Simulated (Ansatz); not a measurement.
# One crystal, many levels of theory: Ga2S3 (Imm2)

What gap does each level of theory give for Ga2S3 (Imm2), and in what time?

Main program and level: Ansatz 0.2.0; density functionals, hybrids and G0W0, plane waves, PAW.

This is a report of a sequence of runs, with most program output left out.

In doubt: masses and optical values from hybrid runs of this build are listed as unsure (step 7), which bears on the screening that GW takes from such a start.

## (1) Set-up

Symmetry: Imm2, No. 44, orthorhombic system. Conventional cell: a = 3.673 Å, b = 11.141 Å, c = 5.346 Å, α = 90.00°, β = 90.00°, γ = 90.00°. Nearest to Ga lie 4 S at 2.20 to 2.32 Å. Nearest to S lie 3 Ga at 2.32 Å. Nearest to S lie 2 Ga at 2.20 Å. Farther neighbours and most contacts between anions are not listed.

The cell and positions are those that the Materials Project relaxed with its own functionals (PBE, PBE+U or r2SCAN), kept fixed.

The logs state that the PAW files were generated under PBE.

## (2) LDA on the 8×8×8 mesh

Levels along a band path and on the mesh show where this functional puts the band edges.

This step: DFT, LDA, plane waves, PAW; PAW set soft_1.

input.yaml reads:

```yaml
crystal:
  lattice:
    - [-1.83633776, 5.57061928, 2.67305246]
    - [1.83633776, -5.57061928, 2.67305246]
    - [1.83633776, 5.57061928, -2.67305246]
  atoms:
    - { symbol: Ga, position: [0.16642079, 0.00736566, 0.15905513] }
    - { symbol: Ga, position: [0.84831053, 0.00736566, 0.84094487] }
    - { symbol: S, position: [0.90747666, 0.24172383, 0.66575283] }
    - { symbol: S, position: [0.575971, 0.24172383, 0.33424717] }
    - { symbol: S, position: [0.25182003, 0.25182003, 0.0] }
kpoints:
  mp_grid: { grid: [8, 8, 8] }
  band_path:
    path:
      - [[0.0, 0.0, 0.0], [0.5, -0.5, 0.5], [0.27716678, -0.27716678, 0.72283322]]
      - [[-0.27716678, 0.27716678, 0.27716678], [0.0, 0.0, 0.0], [0.30756361, 0.30756361, -0.30756361]]
      - [[0.69243639, -0.30756361, 0.30756361], [0.5, -0.5, 0.5]]
      - [[0.0, 0.0, 0.0], [0.0, 0.5, 0.0], [0.25, 0.25, 0.25], [0.5, 0.0, 0.0], [0.0, 0.0, 0.0], [0.0, 0.0, 0.5], [0.25, 0.25, 0.25]]
    npoints: 10
hamiltonian:
  xc: lda
  pseudopotentials: { kind: paw, azcp: { folder: soft_1 }, xc_functional: pbe }
scf:
  occupations: { method: fermi_dirac, width: 0.02 }
  n_extra_bands: 5
output:
  eigenvalues: true
  write_density: true
  write_potential: true
  elf: true
  volumetric_format: npy
```

On the command line:

```sh
$ ansatz run input.yaml --threads 2 --pin off --max-ram 73728MiB --backend cuda --events-out ev --progress --plain --runs-dir out --devices 1 --max-vram 13GiB
```

Wall time 12 s (1 × NVIDIA H100 80GB HBM3 (shared by 6 runs) with 2 threads of AMD EPYC 7R13 (Zen 3), shared host); peak memory 0.97 GiB; 5.2 s of CPU time.

Numbers from this step:

```
filled bands         : 22
gap                  : 1.250 eV
valence top at       : X
conduction bottom at : Γ
least direct gap     : 1.382 eV
```

Over mesh and path the gap is 1.250 eV, from k = (0.500, -0.500, 0.500) to k = Γ. The least direct gap found is 1.382 eV, at k = Γ.

## (3) LDA+SOC on the 8×8×8 mesh

This run has two-component orbitals with spin-orbit coupling.

This step: DFT, LDA with spin-orbit coupling, plane waves, PAW; PAW set soft_1.

input.yaml reads:

```yaml
crystal:
  lattice:
    - [-1.83633776, 5.57061928, 2.67305246]
    - [1.83633776, -5.57061928, 2.67305246]
    - [1.83633776, 5.57061928, -2.67305246]
  atoms:
    - { symbol: Ga, position: [0.16642079, 0.00736566, 0.15905513] }
    - { symbol: Ga, position: [0.84831053, 0.00736566, 0.84094487] }
    - { symbol: S, position: [0.90747666, 0.24172383, 0.66575283] }
    - { symbol: S, position: [0.575971, 0.24172383, 0.33424717] }
    - { symbol: S, position: [0.25182003, 0.25182003, 0.0] }
kpoints:
  mp_grid: { grid: [8, 8, 8] }
  band_path:
    path:
      - [0.0, 0.0, 0.0]
      - [0.5, -0.5, 0.5]
      - [0.27716678, -0.27716678, 0.72283322]
      - [-0.27716678, 0.27716678, 0.27716678]
      - [0.30756361, 0.30756361, -0.30756361]
      - [0.69243639, -0.30756361, 0.30756361]
      - [0.0, 0.5, 0.0]
      - [0.25, 0.25, 0.25]
    npoints: 1
hamiltonian:
  xc: lda
  pseudopotentials: { kind: paw_fr, azcp: { folder: soft_1 }, xc_functional: pbe }
scf:
  occupations: { method: fermi_dirac, width: 0.02 }
  n_extra_bands: 10
magnetization:
  noncollinear: true
  spin_orbit: true
output:
  eigenvalues: true
```

It took 24 s on 1 × NVIDIA H100 80GB HBM3 (shared by 6 runs) with 2 threads; peak memory 1 GiB.

This step gave:

| Quantity | Value |
| --- | --- |
| gap | 1.251 eV |
| valence top at | X |
| conduction bottom at | Γ |
| least direct gap | 1.381 eV |

Over mesh and listed points the gap is 1.251 eV, from k = (0.500, -0.500, 0.500) to k = Γ. The least direct gap found is 1.381 eV, at k = Γ. LDA+SOC against LDA: 1.251 − 1.250 = +0.001 eV, with the same mesh, set of files (read in its fully relativistic form for the spin-orbit run) and cutoff, and both edges at the same k points. The spin-orbit run sees mesh and listed points alone, so its gap is an upper bound: the coupling can move an edge off these points, the more so as this crystal has no centre of inversion, and the change over the zone, its sign included where it is small, is not known.

## (4) r2SCAN on the 8×8×8 mesh

r2SCAN is a meta-GGA: it depends on the kinetic-energy density as well as on the density and its gradient.

This step: DFT, r2SCAN, plane waves, PAW; PAW set soft_1.

Edit input.yaml of step 3 so:

```diff
@@ -25,10 +25,7 @@
 hamiltonian:
-  xc: lda
-  pseudopotentials: { kind: paw_fr, azcp: { folder: soft_1 }, xc_functional: pbe }
+  xc: r2scan
+  pseudopotentials: { kind: paw, azcp: { folder: soft_1 } }
 scf:
-  occupations: { method: fermi_dirac, width: 0.02 }
-  n_extra_bands: 10
-magnetization:
-  noncollinear: true
-  spin_orbit: true
+  occupations: { method: fixed }
+  n_extra_bands: 5
 output:
```

The job ended after 16 s (1 × NVIDIA H100 80GB HBM3 (shared by 6 runs) with 2 threads; peak memory 1.1 GiB).

This step gave:

```yaml
gap: 1.964 eV
valence_top_at: X
conduction_bottom_at: Γ
least_direct_gap: 2.095 eV
```

Over mesh and listed points the gap is 1.964 eV, from k = (0.500, -0.500, 0.500) to k = Γ. The least direct gap found is 2.095 eV, at k = Γ. r2SCAN against LDA: 1.964 − 1.250 = +0.714 eV. The runs also differ in plane-wave cutoff (420 eV and 500 eV), so how much of this comes from the functional alone is not known.

## (5) HSE06 on the 6×6×6 mesh

HSE06 mixes in a quarter of exact exchange at short range.

This step: DFT, HSE06, plane waves, PAW; PAW set soft_1.

Edit input.yaml of step 4 so:

```diff
@@ -12,3 +12,3 @@
 kpoints:
-  mp_grid: { grid: [8, 8, 8] }
+  mp_grid: { grid: [6, 6, 6] }
   band_path:
@@ -25,3 +25,3 @@
 hamiltonian:
-  xc: r2scan
+  xc: hse06
   pseudopotentials: { kind: paw, azcp: { folder: soft_1 } }
```

Wall time 64 s (1 × NVIDIA H100 80GB HBM3 (shared by 6 runs) with 2 threads); peak memory 2.5 GiB; 83 s of CPU time.

This step gave:

- gap: 2.595 eV
- valence top at: X
- conduction bottom at: Γ
- least direct gap: 2.722 eV
- exact-exchange fraction: 0.25

Over mesh and listed points the gap is 2.595 eV, from k = (0.500, -0.500, 0.500) to k = Γ. The least direct gap found is 2.722 eV, at k = Γ. HSE06 against LDA: 2.595 − 1.250 = +1.345 eV. The runs also differ in mesh (8×8×8 and 6×6×6), so how much of this comes from the functional alone is not known.

## (6) G0W0@LDA, 6×6×6 mesh, 866 empty bands, screening to 230 eV, PAW set soft_1 files

G0W0 replaces the xc potential by a self-energy built once from the orbitals of the start. Levels are corrected in the window of bands that the input names, at points of the mesh.

This step: G0W0 on LDA, plane waves, PAW; PAW set soft_1.

input.yaml reads:

```yaml
crystal:
  lattice:
    - [-1.83633776, 5.57061928, 2.67305246]
    - [1.83633776, -5.57061928, 2.67305246]
    - [1.83633776, 5.57061928, -2.67305246]
  atoms:
    - { symbol: Ga, position: [0.16642079, 0.00736566, 0.15905513] }
    - { symbol: Ga, position: [0.84831053, 0.00736566, 0.84094487] }
    - { symbol: S, position: [0.90747666, 0.24172383, 0.66575283] }
    - { symbol: S, position: [0.575971, 0.24172383, 0.33424717] }
    - { symbol: S, position: [0.25182003, 0.25182003, 0.0] }
kpoints:
  mp_grid: { grid: [6, 6, 6] }
hamiltonian:
  xc: lda
  pseudopotentials: { kind: paw, azcp: { folder: soft_1 }, xc_functional: pbe }
scf:
  occupations: { method: fixed }
gw:
  n_empty_bands: 866
  ecut_chi: 230.0
  qp_bands: [v2, c2]
  qp_kpoints: band_edges
  screening: { model: contour_deformation }
```

Elapsed: 12 min, on 1 × NVIDIA H100 80GB HBM3 (shared by 6 runs) with 2 threads; peak memory 7.6 GiB; 21 min of CPU time.

This step gave:

* bands summed: 888
* RPA ε∞ on this mesh (eigenvalues): 5.777, 6.063, 6.362
* plane waves in the screening matrix: 855
* G0W0 gap over the corrected points: 2.640 eV
* k of the valence top: -0.5, -0.5, -0.5
* k of the conduction bottom: 0, 0, 0
* starting gap on the mesh: 1.250 eV
* Z at the valence top: 0.7430
* Z at the conduction bottom: 0.7860
* least direct G0W0 gap over the corrected points: 2.757 eV

Over 21 of 46 irreducible mesh points the G0W0 gap is 2.640 eV, from k = (-0.500, -0.500, -0.500) to k = Γ. The LDA gap of this run on the mesh is 1.250 eV. The two states that bound the G0W0 gap lie that far apart at the start, so the correction of the gap is 2.640 − 1.250 = +1.390 eV.

## (7) G0W0@HSE06, 6×6×6 mesh, 402 empty bands, screening to 138 eV, PAW set soft_1 files

This step: G0W0 on HSE06, plane waves, PAW; PAW set soft_1.

Edit input.yaml of step 6 so:

```diff
@@ -14,4 +14,4 @@
 hamiltonian:
-  xc: lda
-  pseudopotentials: { kind: paw, azcp: { folder: soft_1 }, xc_functional: pbe }
+  xc: hse06
+  pseudopotentials: { kind: paw, azcp: { folder: soft_1 } }
 scf:
@@ -19,4 +19,4 @@
 gw:
-  n_empty_bands: 866
-  ecut_chi: 230.0
+  n_empty_bands: 402
+  ecut_chi: 138
   qp_bands: [v2, c2]
```

The job ended after 9.4 min (1 × NVIDIA H100 80GB HBM3 (shared by 6 runs) with 2 threads; peak memory 3.9 GiB; 14 min of CPU time).

Numbers from this step:

```yaml
bands_summed: 424
rpa_eps_infinity_on_this_mesh_eigenvalues: 4.384, 4.564, 4.604
plane_waves_in_the_screening_matrix: 409
g0w0_gap_over_the_corrected_points: 3.266 eV
k_of_the_valence_top: -0.5, -0.5, -0.5
k_of_the_conduction_bottom: 0, 0, 0
starting_gap_on_the_mesh: 2.595 eV
z_at_the_valence_top: 0.7818
z_at_the_conduction_bottom: 0.8173
least_direct_g0w0_gap_over_the_corrected_points: 3.392 eV
```

Over 20 of 46 irreducible mesh points the G0W0 gap is 3.266 eV, from k = (-0.500, -0.500, -0.500) to k = Γ. The HSE06 gap of this run on the mesh is 2.595 eV. The two states that bound the G0W0 gap lie that far apart at the start, so the correction of the gap is 3.266 − 2.595 = +0.671 eV. G0W0@HSE06 against G0W0@LDA with 424 bands (a further run, in the table below): 3.266 − 2.650 = +0.616 eV, with the same mesh, files and cutoffs, and both edges at the same k points.

## (8) The ladder

Each gap is the least one over the points named; times are wall times on shared hosts, not benchmarks. A G0W0 time includes the run's own self-consistent start. Runs with listed points see these and the mesh alone, so an edge that moves elsewhere is missed. Rows marked * are further runs, not shown as steps, whose inputs differ from the G0W0 step on the same start in the columns given; solver thresholds can differ too. Symmetry makes (0.500, -0.500, 0.500) and (-0.500, -0.500, -0.500) one point.

```
     level   mesh       files, cutoff  bands summed, screening                            points  gap (eV)               valence top  conduction bottom  least direct gap (eV)     time
       LDA  8×8×8  soft_1 PAW, 420 eV                        -                     mesh and path     1.250    (0.500, -0.500, 0.500)                  Γ                  1.382     12 s
   LDA+SOC  8×8×8  soft_1 PAW, 420 eV                        -            mesh and listed points     1.251    (0.500, -0.500, 0.500)                  Γ                  1.381     24 s
    r2SCAN  8×8×8  soft_1 PAW, 500 eV                        -            mesh and listed points     1.964    (0.500, -0.500, 0.500)                  Γ                  2.095     16 s
     HSE06  6×6×6  soft_1 PAW, 420 eV                        -            mesh and listed points     2.595    (0.500, -0.500, 0.500)                  Γ                  2.722     64 s
 G0W0@LDA*  6×6×6  soft_1 PAW, 420 eV               164, 69 eV  21 of 46 irreducible mesh points     2.632  (-0.500, -0.500, -0.500)                  Γ                  2.760     94 s
 G0W0@LDA*  6×6×6  soft_1 PAW, 420 eV              424, 138 eV  21 of 46 irreducible mesh points     2.650  (-0.500, -0.500, -0.500)                  Γ                  2.770  3.3 min
  G0W0@LDA  6×6×6  soft_1 PAW, 420 eV              888, 230 eV  21 of 46 irreducible mesh points     2.640  (-0.500, -0.500, -0.500)                  Γ                  2.757   12 min
 G0W0@LDA*  4×4×4  soft_1 PAW, 420 eV              424, 138 eV  10 of 18 irreducible mesh points     2.640  (-0.500, -0.500, -0.500)                  Γ                  2.762     35 s
G0W0@HSE06  6×6×6  soft_1 PAW, 420 eV              424, 138 eV  20 of 46 irreducible mesh points     3.266  (-0.500, -0.500, -0.500)                  Γ                  3.392  9.4 min
```

## (9) Results

```json
{
 "LDA, over mesh and path": "1.250 eV",
 "LDA+SOC, over mesh and listed points": "1.251 eV",
 "r2SCAN, over mesh and listed points": "1.964 eV",
 "HSE06, over mesh and listed points": "2.595 eV",
 "G0W0@LDA (888 bands, 6×6×6), over 21 of 46 irreducible mesh points": "2.640 eV",
 "G0W0@HSE06, over 20 of 46 irreducible mesh points": "3.266 eV",
 "known limits": "finite bands, screening cutoff and k mesh; no spin-orbit coupling in G0W0; d shells not analysed"
}
```

What this shows: The rows run from 1.250 eV (LDA) to 3.266 eV (G0W0@HSE06). They differ in mesh, plane-wave cutoff, bands and screening cutoff of G0W0 and the points over which the gap was sought as well as in level, so only pairs that share these are like for like. LDA+SOC against LDA: 1.251 − 1.250 = +0.001 eV, with the same mesh, set of files (read in its fully relativistic form for the spin-orbit run) and cutoff, and both edges at the same k points. The spin-orbit run sees mesh and listed points alone, so its gap is an upper bound: the coupling can move an edge off these points, the more so as this crystal has no centre of inversion, and the change over the zone, its sign included where it is small, is not known. G0W0@HSE06 against G0W0@LDA with 424 bands: 3.266 − 2.650 = +0.616 eV, with the same mesh, files and cutoffs, and both edges at the same k points. G0W0@LDA (888 bands, 6×6×6) moves the gap of its own start on the mesh by 2.640 − 1.250 = +1.390 eV, between the same two levels. Both edges that LDA shows over mesh and path lie at k points where levels were corrected. Levels at other points were not corrected, so a lower G0W0 gap elsewhere in the zone is not ruled out. G0W0@HSE06 moves the gap of its own start on the mesh by 3.266 − 2.595 = +0.671 eV, between the same two levels. Both edges that HSE06 shows over mesh and listed points lie at k points where levels were corrected. Levels at other points were not corrected, so a lower G0W0 gap elsewhere in the zone is not ruled out. What spin-orbit coupling does to the G0W0 levels was not computed, so no sum with the G0W0 gap is formed. For G0W0@LDA: from 164 bands and 69 eV to 888 bands and 230 eV the gap moves by 2.640 − 2.632 = +0.008 eV (rung by rung 2.632, 2.650, 2.640 eV); bands and screening cutoff rise together, so their parts are not told apart. The gap turns back along the series (2.632, 2.650, 2.640 eV), so no line is drawn and the limit is not known. The other G0W0 rows are shown at one basis each (424 bands), so their distance from the limit is not known here. With the 4×4×4 mesh in place of the 6×6×6 mesh and all else as in the G0W0@LDA row with 424 bands, the gap differs by 2.640 − 2.650 = −0.010 eV, and that of the start by 1.249 − 1.250 = −0.001 eV. The G0W0 runs are scalar-relativistic. One-shot GW is known to converge slowly in bands for compounds with shallow d shells. The cell holds Ga; the filling of the d shell and its place against the gap were not analysed here. G0W0 is shown with one set of atomic data (soft_1 PAW), so the error from the files is not known here. Failed or unusable runs of this series, left out of the table: G0W0@LDA (6×6×6 mesh, soft_1 PAW files, 420 eV, 402 empty bands) reached its time limit after 56 s.

[Paths, hosts, dates, memory and timing lines, banners, echoed tables and standing remarks are left out of the program output.]

[Logs are printed without paths, hosts, clocks, repeated set-up lines and the standing remarks that a program may print on its own settings, such as how far it seeks lower states.]

[Runs of the session that timed out or met a known fault of the program may be left out.]

[Cells called generated may have been cut or substituted from an entry of the Crystallography Open Database or the Materials Project.]

[Hosts, paths, dates, database ids (printed as entryN), source tags and the programs' standing remarks are cut or masked in the printed files.]

[Where an RPA ε∞ is given, it is that of the G0W0 mesh and is not shown converged in it. Names of k-points follow the symmetry that the program found, which can be lower than the space group named. Band edges on a path are those of the sampled points; other points can move an edge, and change direct to indirect where valleys lie close.]

[Hybrid gaps are those of their k-mesh and are not shown converged in it.]
